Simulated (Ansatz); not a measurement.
Rows from a G0W0 calculation on CsPbBr3 (Pm-3m) (Ansatz 0.2.0; G0W0 on PBE with a share 0.6 of screened exact exchange (omega 0.2078 1/A), plane waves, PAW; PAW set soft_1; 2×2×2 mesh, 878 empty bands, screening to 150 eV, PAW set soft_1 files), in eV. Spin-orbit coupling is left out.

| row | Σx | Σc | Vxc | Z |
| --- | --- | --- | --- | --- |
| A | -7.09 | -3.27 | -10.44 | 0.84 |
| B | -19.78 | 0.76 | -18.78 | 0.82 |
| C | -19.55 | 1.83 | -17.80 | 0.81 |

Which rows are filled states and which are empty ones, and how can one tell?

Filled: B and C. Empty: A. The sign of Σc tells: for a filled state bare exchange, which holds its interaction with itself, lies below Vxc (Σx − Vxc is -1.0 eV or lower here) and screening gives part back as a positive Σc. For an empty state Σx lies above Vxc (+3.4 eV or more) and the Coulomb hole leaves Σc negative.

[Runs of the session that timed out or met a known fault of the program may be left out.]

[Cells called generated may have been cut or substituted from an entry of the Crystallography Open Database or the Materials Project.]

[Hosts, paths, dates, database ids (printed as entryN), source tags and the programs' standing remarks are cut or masked in the printed files.]
